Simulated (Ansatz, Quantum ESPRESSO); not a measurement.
**AlTl3 (Pm-3m): zone-centre phonons**

Wanted: the vibrations of AlTl3 (Pm-3m) at Γ, by two programs.

Main program and level: Quantum ESPRESSO 7.5; DFT PBEsol, scalar-relativistic, plane waves, PseudoDojo norm-conserving pseudopotentials.

Report form: the programs' logs are mostly left out.

The structure was built from a prototype and need not be the compound's stable phase.

### Step 1. Starting point

It takes space group Pm-3m (No. 221, cubic). The conventional cell has a = 4.632 Å, b = 4.632 Å, c = 4.632 Å, α = 90.00°, β = 90.00°, γ = 90.00°. Nearest to Al lie 12 Tl at 3.28 Å. Nearest to Tl lie 4 Al at 3.28 Å and 8 Tl at 3.28 Å. Farther neighbours are not listed.

### Step 2. A first look

A cheap run with smearing and empty bands tells whether the crystal has a gap, which decides between fixed occupations and smearing later on.

The input, probe.in:

```
 &control
    calculation='scf',
    prefix='x',
    outdir='./tmp',
    pseudo_dir='./pseudo',
    tprnfor=.true.,
    tstress=.true.,
    verbosity='high',
 /
 &system
    ibrav=0,
    nat=4,
    ntyp=2,
    ecutwfc=62.0,
    occupations='smearing',
    smearing='gaussian',
    degauss=0.01,
 /
 &electrons
    conv_thr=1.0d-07,
    mixing_beta=0.7,
    electron_maxstep=100,
 /
ATOMIC_SPECIES
 Al     26.9815  Al.upf
 Tl    204.3800  Tl.upf
CELL_PARAMETERS angstrom
     4.631665580    0.000000000    0.000000000
     0.000000000    4.631665580    0.000000000
     0.000000000    0.000000000    4.631665580
ATOMIC_POSITIONS crystal
 Al     0.000000000   0.000000000   0.000000000
 Tl     0.000000000   0.500000000   0.500000000
 Tl     0.500000000   0.000000000   0.500000000
 Tl     0.500000000   0.500000000   0.000000000
K_POINTS automatic
 4 4 4 0 0 0
```

Launch:

```sh
$ OMP_NUM_THREADS=1 mpirun -n 4 pw.x -nk 4 -in probe.in > probe.out
```

The job ended after 6.1 s (4 MPI ranks of Arm Neoverse V2, shared host; 24 s of CPU time).

This step gave:

```
volume per atom   : 24.84 Å³
pressure          : 2.178 GPa
gap on the k-mesh : 0 eV
```

No gap opens on this mesh, so smearing is kept; the start stands at 2.2 GPa.

### Step 3. Relaxation

The relaxation runs at a cutoff a fifth above that of the response, since stress converges more slowly with the basis than frequencies do. Forces and stress are brought to rest with tight thresholds.

The input, relax.in:

```
 &control
    calculation='vc-relax',
    prefix='x',
    outdir='./tmp',
    pseudo_dir='./pseudo',
    tprnfor=.true.,
    tstress=.true.,
    forc_conv_thr=2.0d-05,
    etot_conv_thr=1.0d-07,
    nstep=40,
 /
 &system
    ibrav=0,
    nat=4,
    ntyp=2,
    ecutwfc=74,
    occupations='smearing',
    smearing='mv',
    degauss=0.02,
 /
 &electrons
    conv_thr=1.0d-11,
    mixing_beta=0.7,
    electron_maxstep=100,
 /
 &ions
 /
 &cell
    press_conv_thr=0.2,
 /
ATOMIC_SPECIES
 Al     26.9815  Al.upf
 Tl    204.3800  Tl.upf
CELL_PARAMETERS angstrom
     4.631665580    0.000000000    0.000000000
     0.000000000    4.631665580    0.000000000
     0.000000000    0.000000000    4.631665580
ATOMIC_POSITIONS crystal
 Al     0.000000000   0.000000000   0.000000000
 Tl     0.000000000   0.500000000   0.500000000
 Tl     0.500000000   0.000000000   0.500000000
 Tl     0.500000000   0.500000000   0.000000000
K_POINTS automatic
 8 8 8 0 0 0
```

Launch:

```sh
$ OMP_NUM_THREADS=1 mpirun -n 4 pw.x -nk 4 -in relax.in > relax.out
```

Wall time 2.5 min (4 MPI ranks); 9.9 min of CPU time.

Step by step:

```csv
step,energy less that of the first step (eV),largest force (eV/Å),pressure (GPa),volume (Å³)
1,0.0000,0.0000,2.24,99.36
2,-0.0138,0.0000,1.66,100.50
3,-0.0244,0.0000,1.06,101.76
4,-0.0320,0.0000,0.23,103.67
5,-0.0325,0.0000,0.01,104.21
6,-0.0325,0.0000,0.00,104.24
7,-0.0325,0.0000,0.00,104.24
```

```csv
"conventional cell, symmetrised",before,after,change
a (Å),4.632,4.706,+1.6 %
b (Å),4.632,4.706,+1.6 %
c (Å),4.632,4.706,+1.6 %
volume (Å³/atom),24.84,26.06,+4.9 %
```

The last row of the table of steps is pw.x's closing run on a basis chosen anew for the final cell, so its energy can jump.

Read from the output:

* volume per atom: 26.06 Å³
* pressure: 0 GPa

The volume changes by +4.9 % from the cell with which this run began.

### Step 4. Self-consistent run for the response

Perturbation theory inherits every error of the wavefunctions, so the threshold is set near the limit of the arithmetic. Smearing stays on, as the first look found no gap above 0.3 eV.

The input, scf.in:

```
 &control
    calculation='scf',
    prefix='x',
    outdir='./tmp',
    pseudo_dir='./pseudo',
    tprnfor=.true.,
    tstress=.true.,
 /
 &system
    ibrav=0,
    nat=4,
    ntyp=2,
    ecutwfc=62.0,
    occupations='smearing',
    smearing='mv',
    degauss=0.02,
 /
 &electrons
    conv_thr=1.0d-12,
    mixing_beta=0.7,
    electron_maxstep=100,
 /
ATOMIC_SPECIES
 Al     26.9815  Al.upf
 Tl    204.3800  Tl.upf
CELL_PARAMETERS angstrom
     4.706311794    0.000000000    0.000000000
     0.000000000    4.706311794    0.000000000
     0.000000000    0.000000000    4.706311794
ATOMIC_POSITIONS crystal
 Al     0.000000000   0.000000000   0.000000000
 Tl     0.000000000   0.500000000   0.500000000
 Tl     0.500000000   0.000000000   0.500000000
 Tl     0.500000000   0.500000000   0.000000000
K_POINTS automatic
 8 8 8 0 0 0
```

Launch:

```sh
$ OMP_NUM_THREADS=1 mpirun -n 4 pw.x -nk 4 -in scf.in > scf.out
```

Run time: 22 s. Hardware: 4 MPI ranks; 89 s of CPU time.

Numbers from this step:

| Item | Value |
| --- | --- |
| pressure | -0.009 GPa |

The cell stands at -0.009 GPa, close enough for phonons.

### Step 5. Linear response at Γ

At q = 0 one unit cell holds all displacements; symmetry groups them into irreducible representations that are solved one by one. With smeared occupations no response to a homogeneous field can be asked.

The input, ph.in:

```
phonons
 &inputph
    prefix='x',
    outdir='./tmp',
    fildyn='g.dyn',
    tr2_ph=1.0d-18,
    alpha_mix(1)=0.4,
    nmix_ph=8,
 /
0.000000000000 0.000000000000 0.000000000000
```

Launch:

```sh
$ OMP_NUM_THREADS=1 mpirun -n 4 ph.x -nk 4 -in ph.in > ph.out
```

It took 14 min on 4 MPI ranks; 54 min of CPU time.

This step gave:

```yaml
largest_acoustic_frequency_at_the_zone_centre_before_the_sum_rule: -0.49 cm⁻¹
highest_optical_zone_centre_mode_no_lo_to_term: 120.5 cm⁻¹
lowest_optical_zone_centre_mode: 45.33 cm⁻¹
```

The acoustic modes at Γ come out as far as 0.5 cm⁻¹ from zero, where they should vanish, a small numerical error.

### Step 6. Modes with the sum rule

A rigid shift of the crystal must cost nothing, but grids and finite bases break this; the acoustic sum rule is imposed before the matrix is diagonalised again.

The input, dynmat.in:

```
 &input
    fildyn='g.dyn',
    asr='simple',
    fileig='dynmat.eig',
 /
```

Launch:

```sh
$ dynmat.x -in dynmat.in > dynmat.out
```

Elapsed: 0.47 s, on 1 thread.

Read from the output:

| Property | Result |
| --- | --- |
| lowest optical zone-centre mode | 45.34 cm⁻¹ |

Unit eigenvectors of the mass-weighted matrix after the sum rule; no LO-TO term. The modes at Γ (shares of kinetic energy by element, %):

```csv
mode,frequency (cm⁻¹),symmetry,Al %,Tl %
1,0.0,acoustic,4,96
2,0.0,acoustic,4,96
3,0.0,acoustic,4,96
4,45.3,T2u,0,100
5,45.3,T2u,0,100
6,45.3,T2u,0,100
7,72.2,T1u,21,79
8,72.2,T1u,21,79
9,72.2,T1u,21,79
10,120.5,T1u,75,25
11,120.5,T1u,75,25
12,120.5,T1u,75,25
```

Displacements in mode 4 (45.3 cm⁻¹), the largest set to 1:
```
Al1  0.00  0.00  0.00
Tl2  0.00 -0.22 -0.48
Tl3  1.00  0.00  0.48
Tl4 -1.00  0.22  0.00
```

Displacements in mode 11 (120.5 cm⁻¹), the largest set to 1:
```
Al1  0.00  0.00  1.00
Tl2  0.00  0.00 -0.12
Tl3  0.00  0.00 -0.12
Tl4  0.00  0.00  0.12
```

The rule moves no optical mode by more than 0.1 cm⁻¹.

### Step 7. Sum rules set otherwise: a sum rule for molecules or wires on a crystal

This rule also removes rotations, which suits wires and not a crystal; it is tried to see the harm.

The input, dynmat.in:

```
 &input
    fildyn='g.dyn',
    asr='one-dim',
    fileig='dynmat.eig',
 /
```

Launch:

```sh
$ dynmat.x -in dynmat.in > dynmat.out
```

It took 0.47 s on 1 thread.

The program raised no error, yet the settings are not those of a careful run.

The fault: a sum rule for molecules or wires on a crystal; 1 optical mode is projected out to zero frequency, as if it were a rotation.

For a crystal the rule has to be 'simple' or 'crystal'.

Zone-centre frequencies as printed; negative means imaginary. Modes:

```csv
mode,frequency (cm⁻¹)
1,0
2,0
3,0
4,0
5,45.33
6,45.33
7,59.64
8,72.23
9,72.23
10,120.5
11,120.5
12,128
```

### Step 8. Sum rules set otherwise (asr no)

Without the rule the raw error of the acoustic modes shows.

The input, dynmat.in:

```
 &input
    fildyn='g.dyn',
    asr='no',
    fileig='dynmat.eig',
 /
```

Launch:

```sh
$ dynmat.x -in dynmat.in > dynmat.out
```

Wall time 0.47 s (1 thread).

Read from the output:

- lowest optical zone-centre mode: 45.33 cm⁻¹

Zone-centre frequencies as printed; negative means imaginary. Modes:

```csv
mode,frequency (cm⁻¹)
1,-0.49
2,-0.49
3,-0.49
4,45.33
5,45.33
6,45.33
7,72.23
8,72.23
9,72.23
10,120.5
11,120.5
12,120.5
```

Against the first rule no mode moves by more than 0.5 cm⁻¹.

### Step 9. A second program

The same cell goes through another code at the same cutoff. The files are of one family, but Ansatz's library holds files of its own making for some heavy elements, so those for Tl may differ. Its k mesh is centred on Γ.

This step: DFT PBEsol, scalar-relativistic, plane waves, norm-conserving pseudopotentials of its library (PseudoDojo's, some remade) (Ansatz 0.2.0).

The input, input.yaml:

```yaml
crystal:
  lattice:
    - [4.706311794, 0.0, 0.0]
    - [0.0, 4.706311794, 0.0]
    - [0.0, 0.0, 4.706311794]
  atoms:
    - { symbol: Al, position: [0.0, 0.0, 0.0] }
    - { symbol: Tl, position: [0.0, 0.5, 0.5] }
    - { symbol: Tl, position: [0.5, 0.0, 0.5] }
    - { symbol: Tl, position: [0.5, 0.5, 0.0] }
kpoints:
  mp_grid: { grid: [8, 8, 8] }
hamiltonian:
  xc: pbesol
  pseudopotentials: { kind: nc, accuracy: standard }
scf:
  occupations: { method: cold, width: 0.27211 }
output:
  eigenvalues: true
basis:
  ecutwfc: 843.553
phonons:
  method: dfpt
```

Launch:

```sh
$ ansatz run input.yaml --threads 4 --pin off --max-ram 8192MiB --backend cpu --events-out ev --progress --plain --runs-dir out
```

Wall time 72 s (4 threads); peak memory 2.6 GiB; 4.7 min of CPU time.

This step gave:

- sum-rule residual before enforcement: 4.18e-5 eV/Å²
- lowest optical zone-centre mode: 45.36 cm⁻¹

### Step 10. The two compared: QE PseudoDojo and Ansatz, library NC

Worked out from the results:

| Item | Value |
| --- | --- |
| root-mean-square difference | 0.01 cm⁻¹ |
| largest difference | 0.02 cm⁻¹ |

Frequencies side by side, by row:

```csv
q (reciprocal lattice),mode,QE PseudoDojo (cm⁻¹),"Ansatz, library NC (cm⁻¹)"
0 0 0,1,0,0
0 0 0,2,0,0
0 0 0,3,0,0
0 0 0,4,45.34,45.36
0 0 0,5,45.34,45.36
0 0 0,6,45.34,45.36
0 0 0,7,72.23,72.23
0 0 0,8,72.23,72.23
0 0 0,9,72.23,72.23
0 0 0,10,120.5,120.5
0 0 0,11,120.5,120.5
0 0 0,12,120.5,120.5
```

At the zone centre the largest difference (acoustic modes at Γ apart) is 0.02 % of the highest mode.

### Step 11. What came out

```yaml
space_group_after_relaxation: Pm-3m
volume_per_atom: 26.1 Å³
highest_optical_zone_centre_mode_no_lo_to_term: 120.5 cm⁻¹
lowest_optical_zone_centre_mode: 45.3 cm⁻¹
imaginary_optical_modes_at_the_zone_centre_no_q_mesh_in_this_session: none
largest_difference_from_ansatz_library_nc: 0.02 cm⁻¹
```

**Reading.** At the PBEsol level the optical modes of AlTl3 (Pm-3m) at the zone centre run from 45 to 120 cm⁻¹. Of the 9 optical modes, 3 are silent and 6 are infrared active alone. QE PseudoDojo and Ansatz, library NC agree to 0.02 cm⁻¹ (0.02 % of the highest mode compared) on all solved modes but the acoustic ones at Γ, without the LO-TO term. These are harmonic frequencies at zero temperature: anharmonic shifts and linewidths and thermal expansion are left out. Spin-orbit coupling is left out, which can matter for the heavy elements here. In a metal the frequencies hang on the k mesh and the smearing, most of all near Kohn anomalies. The structure is a hypothetical one, built on a prototype.

[Host names and launcher messages were left out of these logs when they were recorded.]

[Logs are printed without paths, hosts, clocks, repeated set-up lines and the standing remarks that a program may print on its own settings, such as how far it seeks lower states.]

[Hosts, paths, dates, database ids (printed as entryN), source tags and the programs' standing remarks are cut or masked in the printed files.]
